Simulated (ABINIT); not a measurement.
# Completion of the band sum in GW: BaH2 (P6_3/mmc)

Aim: few bands, with and without a completion of the sum over empty states, for BaH2 (P6_3/mmc).

Main program and level: ABINIT 10.8.3; PBEsol and many-body steps on it, plane waves.

This is a report of a sequence of runs, with the program logs left out and the cost of each run kept.

**1. The starting structure**

The structure is hexagonal, space group P6_3/mmc (No. 194). The conventional cell has a = 4.462 Å, b = 4.462 Å, c = 6.055 Å, α = 90.00°, β = 90.00°, γ = 120.00°. Nearest to Ba lie 11 H at 2.58 to 3.03 Å. Nearest to H lie 5 Ba at 2.58 to 3.03 Å and 6 H at 2.99 Å. Nearest to H lie 6 Ba at 2.99 Å and 8 H at 2.99 to 3.03 Å. Farther neighbours, and contacts between anions beyond the nearest, are not listed.

The cell and positions are those that the Materials Project relaxed with its own functionals (PBE, PBE+U or r2SCAN), kept fixed.

**2. Empty states on the mesh, 3×3×2 mesh, 355 bands**

This step: ABINIT 10.8.3; DFT, PBEsol, plane waves, norm-conserving pseudopotentials.

The sums over transitions need many empty states on a uniform mesh; this step solves for them.

The input, run.abi:

```
acell 3*1.0 Angstrom
rprim 
  4.462025052349 0.000000000014 0.000000000000
  -2.231012526186 3.864227047650 0.000000000000
  0.000000000000 0.000000000000 6.055292590000
ntypat 2
znucl 56 1
natom 6
typat 1 1 2 2 2 2
xred 
  0.666666666667 0.333333333333 0.750000000000
  0.333333333333 0.666666666667 0.250000000000
  0.333333333333 0.666666666667 0.750000000000
  0.666666666667 0.333333333333 0.250000000000
  -0.000000000000 -0.000000000000 0.500000000000
  -0.000000000000 -0.000000000000 0.000000000000
pp_dirpath "pseudos"
pseudos "Ba.upf, H.upf"
ecut 32
ngkpt 3 3 2
nshiftk 1
shiftk 0 0 0
kptopt 1
chksymbreak 0
iscf -2
irdden 1
istwfk *1
nband 355
nbdbuf 32
tolwfr 1e-09
nstep 60
prtvol 0
indata_prefix "in"
outdata_prefix "out"
tmpdata_prefix "tmp"
```

On the command line:

```bash
> OMP_NUM_THREADS=1 mpirun -n 8 abinit run.abi > log
```

The job ended after 2.2 min (8 MPI ranks of Intel Xeon Platinum 8488C (Sapphire Rapids), shared host; peak memory 0.87 GiB).

Read from the output:

- gap: 1.473 eV
- k of the valence top: 0, 0, 0
- k of the conduction bottom: 0.3333, 0.3333, 0.5
- least direct gap: 2.725 eV
- k points computed: 6
- lowest point of the top converged band, above the valence top: 110.8056 eV

On this mesh the gap is 1.473 eV.

The density comes from a self-consistent run that is not shown.

**3. Screening, 3×3×2 mesh, 323 bands, screening to 190.5 eV**

The RPA dielectric matrix is built and inverted for each q.

This step: RPA screening on PBEsol, plane waves, norm-conserving pseudopotentials.

run.abi, as its differences from that of step 2:

```diff
@@ -24,10 +24,11 @@
 chksymbreak 0
-iscf -2
-irdden 1
 istwfk *1
-nband 355
-nbdbuf 32
-tolwfr 1e-09
-nstep 60
-prtvol 0
+occopt 1
+irdwfk 1
+optdriver 3
+nband 323
+ecuteps 7
+inclvkb 2
+awtr 1
+symchi 1
 indata_prefix "in"
```

It took 46 s on 8 MPI ranks; peak memory 3.2 GiB.

Numbers from this step:

```yaml
eps_infinity_with_local_fields_on_this_mesh: 5.842
eps_infinity_without_local_fields_on_this_mesh: 6.505
plasma_frequency: 17.80 eV
plane_waves_in_the_screening_matrix: 601
```

Local fields lower ε∞ by 10 %. On a Γ-centred mesh this coarse the value itself is usually too large, while a short band sum pulls it down.

**4. 323 bands**

The self-energy is evaluated for the states that the input lists, and the quasiparticle equation is solved.

This step: G0W0 on PBEsol, plane waves, norm-conserving pseudopotentials.

run.abi, as its differences from that of step 3:

```diff
@@ -27,8 +27,17 @@
 irdwfk 1
-optdriver 3
+optdriver 4
 nband 323
+gwcalctyp 0
+ecutsigx 32
+symsigma 1
+nkptgw 2
+kptgw 
+  0.0000000000 0.0000000000 0.0000000000
+  0.3333333333 0.3333333333 0.5000000000
+bdgw 
+  11 14
+  11 14
 ecuteps 7
-inclvkb 2
-awtr 1
-symchi 1
+irdscr 1
+ppmodel 1
 indata_prefix "in"
```

The job ended after 34 s (8 MPI ranks; peak memory 3.6 GiB; 4.6 min of CPU time).

Read from the output:

| Property | Result |
| --- | --- |
| G0W0 gap on the mesh | 3.054 eV |
| starting gap on the mesh | 1.473 eV |
| k of the valence top | 0, 0, 0 |
| k of the conduction bottom | 0.3333, 0.3333, 0.5 |
| Z at the valence top | 0.774 |
| Z at the conduction bottom | 0.813 |
| least direct G0W0 gap on the computed points | 4.349 eV |

The gap on the mesh goes from 1.47 eV to 3.05 eV, a correction of +1.58 eV.

**5. Screening, 3×3×2 mesh, 39 bands, screening to 190.5 eV**

This step: RPA screening on PBEsol, plane waves, norm-conserving pseudopotentials.

run.abi, as its differences from that of step 4:

```diff
@@ -27,17 +27,8 @@
 irdwfk 1
-optdriver 4
-nband 323
-gwcalctyp 0
-ecutsigx 32
-symsigma 1
-nkptgw 2
-kptgw 
-  0.0000000000 0.0000000000 0.0000000000
-  0.3333333333 0.3333333333 0.5000000000
-bdgw 
-  11 14
-  11 14
+optdriver 3
+nband 39
 ecuteps 7
-irdscr 1
-ppmodel 1
+inclvkb 2
+awtr 1
+symchi 1
 indata_prefix "in"
```

It took 7.1 s on 8 MPI ranks; peak memory 1.8 GiB; 55 s of CPU time.

Numbers from this step:

```
ε∞ with local fields, on this mesh    : 5.798
ε∞ without local fields, on this mesh : 6.481
plasma frequency                      : 17.80 eV
plane waves in the screening matrix   : 601
```

**6. 39 bands**

This step: G0W0 on PBEsol, plane waves, norm-conserving pseudopotentials.

run.abi, as its differences from that of step 5:

```diff
@@ -27,8 +27,17 @@
 irdwfk 1
-optdriver 3
+optdriver 4
 nband 39
+gwcalctyp 0
+ecutsigx 32
+symsigma 1
+nkptgw 2
+kptgw 
+  0.0000000000 0.0000000000 0.0000000000
+  0.3333333333 0.3333333333 0.5000000000
+bdgw 
+  11 14
+  11 14
 ecuteps 7
-inclvkb 2
-awtr 1
-symchi 1
+irdscr 1
+ppmodel 1
 indata_prefix "in"
```

It took 6.8 s on 8 MPI ranks; peak memory 2.1 GiB.

Numbers from this step:

```
G0W0 gap on the mesh                         : 2.895 eV
starting gap on the mesh                     : 1.473 eV
k of the valence top                         : 0, 0, 0
k of the conduction bottom                   : 0.3333, 0.3333, 0.5
Z at the valence top                         : 0.78
Z at the conduction bottom                   : 0.824
least direct G0W0 gap on the computed points : 4.316 eV
```

Against G0W0 in ABINIT (3×3×2 mesh, 323 bands, screening to 190.5 eV, Godby-Needs plasmon pole), the gap moves by −0.159 eV.

**7. Screening, 3×3×2 mesh, 39 bands, screening to 190.5 eV**

This step: RPA screening on PBEsol, plane waves, norm-conserving pseudopotentials.

run.abi, as its differences from that of step 6:

```diff
@@ -27,17 +27,10 @@
 irdwfk 1
-optdriver 4
+optdriver 3
 nband 39
-gwcalctyp 0
-ecutsigx 32
-symsigma 1
-nkptgw 2
-kptgw 
-  0.0000000000 0.0000000000 0.0000000000
-  0.3333333333 0.3333333333 0.5000000000
-bdgw 
-  11 14
-  11 14
 ecuteps 7
-irdscr 1
-ppmodel 1
+inclvkb 2
+awtr 1
+symchi 1
+gwcomp 1
+gwencomp 3
 indata_prefix "in"
```

It took 26 s on 8 MPI ranks; peak memory 1.9 GiB.

This step gave:

```
ε∞ with local fields, on this mesh    : 5.830
ε∞ without local fields, on this mesh : 6.481
plasma frequency                      : 17.80 eV
plane waves in the screening matrix   : 601
```

**8. 39 bands, completed**

This step: G0W0 on PBEsol, plane waves, norm-conserving pseudopotentials.

run.abi, as its differences from that of step 7:

```diff
@@ -27,8 +27,17 @@
 irdwfk 1
-optdriver 3
+optdriver 4
 nband 39
+gwcalctyp 0
+ecutsigx 32
+symsigma 1
+nkptgw 2
+kptgw 
+  0.0000000000 0.0000000000 0.0000000000
+  0.3333333333 0.3333333333 0.5000000000
+bdgw 
+  11 14
+  11 14
 ecuteps 7
-inclvkb 2
-awtr 1
-symchi 1
+irdscr 1
+ppmodel 1
 gwcomp 1
```

Wall time 7.3 s (8 MPI ranks); peak memory 2.1 GiB.

This step gave:

```yaml
g0w0_gap_on_the_mesh: 2.967 eV
starting_gap_on_the_mesh: 1.473 eV
k_of_the_valence_top: 0, 0, 0
k_of_the_conduction_bottom: 0.3333, 0.3333, 0.5
least_direct_g0w0_gap_on_the_computed_points: 4.333 eV
```

Against G0W0 in ABINIT (3×3×2 mesh, 323 bands, screening to 190.5 eV, Godby-Needs plasmon pole), the gap moves by −0.087 eV.

**9. Screening, 3×3×2 mesh, 122 bands, screening to 190.5 eV**

This step: RPA screening on PBEsol, plane waves, norm-conserving pseudopotentials.

run.abi, as its differences from that of step 8:

```diff
@@ -27,19 +27,8 @@
 irdwfk 1
-optdriver 4
-nband 39
-gwcalctyp 0
-ecutsigx 32
-symsigma 1
-nkptgw 2
-kptgw 
-  0.0000000000 0.0000000000 0.0000000000
-  0.3333333333 0.3333333333 0.5000000000
-bdgw 
-  11 14
-  11 14
+optdriver 3
+nband 122
 ecuteps 7
-irdscr 1
-ppmodel 1
-gwcomp 1
-gwencomp 3
+inclvkb 2
+awtr 1
+symchi 1
 indata_prefix "in"
```

Run time: 19 s. Hardware: 8 MPI ranks; peak memory 2.2 GiB.

This step gave:

```yaml
eps_infinity_with_local_fields_on_this_mesh: 5.837
eps_infinity_without_local_fields_on_this_mesh: 6.503
plasma_frequency: 17.80 eV
plane_waves_in_the_screening_matrix: 601
```

**10. 122 bands**

This step: G0W0 on PBEsol, plane waves, norm-conserving pseudopotentials.

run.abi, as its differences from that of step 9:

```diff
@@ -27,8 +27,17 @@
 irdwfk 1
-optdriver 3
+optdriver 4
 nband 122
+gwcalctyp 0
+ecutsigx 32
+symsigma 1
+nkptgw 2
+kptgw 
+  0.0000000000 0.0000000000 0.0000000000
+  0.3333333333 0.3333333333 0.5000000000
+bdgw 
+  11 14
+  11 14
 ecuteps 7
-inclvkb 2
-awtr 1
-symchi 1
+irdscr 1
+ppmodel 1
 indata_prefix "in"
```

The job ended after 15 s (8 MPI ranks; peak memory 2.6 GiB).

Read from the output:

* G0W0 gap on the mesh: 3.004 eV
* starting gap on the mesh: 1.473 eV
* k of the valence top: 0, 0, 0
* k of the conduction bottom: 0.3333, 0.3333, 0.5
* least direct G0W0 gap on the computed points: 4.322 eV

Against G0W0 in ABINIT (3×3×2 mesh, 323 bands, screening to 190.5 eV, Godby-Needs plasmon pole), the gap moves by −0.050 eV.

**11. Screening, 3×3×2 mesh, 122 bands, screening to 190.5 eV**

This step: RPA screening on PBEsol, plane waves, norm-conserving pseudopotentials.

run.abi, as its differences from that of step 10:

```diff
@@ -27,17 +27,10 @@
 irdwfk 1
-optdriver 4
+optdriver 3
 nband 122
-gwcalctyp 0
-ecutsigx 32
-symsigma 1
-nkptgw 2
-kptgw 
-  0.0000000000 0.0000000000 0.0000000000
-  0.3333333333 0.3333333333 0.5000000000
-bdgw 
-  11 14
-  11 14
 ecuteps 7
-irdscr 1
-ppmodel 1
+inclvkb 2
+awtr 1
+symchi 1
+gwcomp 1
+gwencomp 1.5
 indata_prefix "in"
```

It took 28 s on 8 MPI ranks; peak memory 2.2 GiB.

Read from the output:

- ε∞ with local fields, on this mesh: 5.843
- ε∞ without local fields, on this mesh: 6.503
- plasma frequency: 17.80 eV
- plane waves in the screening matrix: 601

**12. 122 bands, completed**

This step: G0W0 on PBEsol, plane waves, norm-conserving pseudopotentials.

run.abi, as its differences from that of step 11:

```diff
@@ -27,8 +27,17 @@
 irdwfk 1
-optdriver 3
+optdriver 4
 nband 122
+gwcalctyp 0
+ecutsigx 32
+symsigma 1
+nkptgw 2
+kptgw 
+  0.0000000000 0.0000000000 0.0000000000
+  0.3333333333 0.3333333333 0.5000000000
+bdgw 
+  11 14
+  11 14
 ecuteps 7
-inclvkb 2
-awtr 1
-symchi 1
+irdscr 1
+ppmodel 1
 gwcomp 1
```

Run time: 17 s. Hardware: 8 MPI ranks; peak memory 2.6 GiB.

This step gave:

```
G0W0 gap on the mesh                         : 3.043 eV
starting gap on the mesh                     : 1.473 eV
k of the valence top                         : 0, 0, 0
k of the conduction bottom                   : 0.3333, 0.3333, 0.5
least direct G0W0 gap on the computed points : 4.332 eV
```

Against G0W0 in ABINIT (3×3×2 mesh, 323 bands, screening to 190.5 eV, Godby-Needs plasmon pole), the gap moves by −0.011 eV.

**13. The runs together**

Times are wall times on 8 MPI ranks of Intel Xeon Platinum 8488C (Sapphire Rapids), shared host, good to a factor of about two. A run's time includes the screening step that it read.

| run | mesh | bands | screening cutoff (eV) | DFT gap (eV) | gap on the mesh (eV) | direct (eV) | ε∞ used | time |
| --- | --- | --- | --- | --- | --- | --- | --- | --- |
| 323 bands | 3×3×2 | 323 | 190.5 | 1.473 | 3.054 | 4.349 | 5.84 | 80 s |
| 39 bands | 3×3×2 | 39 | 190.5 | 1.473 | 2.895 | 4.316 | 5.80 | 14 s |
| 39 bands, completed | 3×3×2 | 39 | 190.5 | 1.473 | 2.967 | 4.333 | 5.83 | 34 s |
| 122 bands | 3×3×2 | 122 | 190.5 | 1.473 | 3.004 | 4.322 | 5.84 | 35 s |
| 122 bands, completed | 3×3×2 | 122 | 190.5 | 1.473 | 3.043 | 4.332 | 5.84 | 44 s |

**14. What came out**

```
323 bands            : 3.054 eV
39 bands             : 2.895 eV
39 bands, completed  : 2.967 eV
122 bands            : 3.004 eV
122 bands, completed : 3.043 eV
```

39 bands: −0.159 eV against 323 bands. 39 bands, completed: −0.087 eV against 323 bands. 122 bands: −0.050 eV against 323 bands. 122 bands, completed: −0.011 eV against 323 bands. The row with most bands is itself short of the limit, so it is no exact reference, and agreement of a truncated run with it can be a cancellation between the edges. The 3×3×2 mesh is coarse for this cell, which bears on the long-range parts of exchange and screening. The many-body steps are scalar-relativistic: spin-orbit coupling is not in them.

[Long decimals in the printed logs are rounded to 6 places.]

[Logs are printed without paths, hosts, clocks, repeated set-up lines and the standing remarks that a program may print on its own settings, such as how far it seeks lower states.]

[Paths, hosts, dates, memory and timing lines, banners, echoed tables and standing remarks are left out of the program output; an Ansatz launch command may be rebuilt from the run's recorded settings. Measured values are a selection of at most five: reports struck by readers or far from the other reports are left out. None is set beside runs whose start may be inverted or whose files or cutoffs have a known fault.]

[Runs of the session that timed out or met a known fault of the program may be left out.]

[Hosts, paths, dates, database ids (printed as entryN), source tags and the programs' standing remarks are cut or masked in the printed files.]

[G0W0 gaps are taken among the corrected bands and points alone; a level outside them can change the order at an edge.]

[Where Ansatz stands beside ABINIT at settings called matched, ABINIT's density can come from a denser mesh and the files from another edition; pairs whose starting gaps differed by over 0.03 eV were left out, so agreement reads better than it is.]
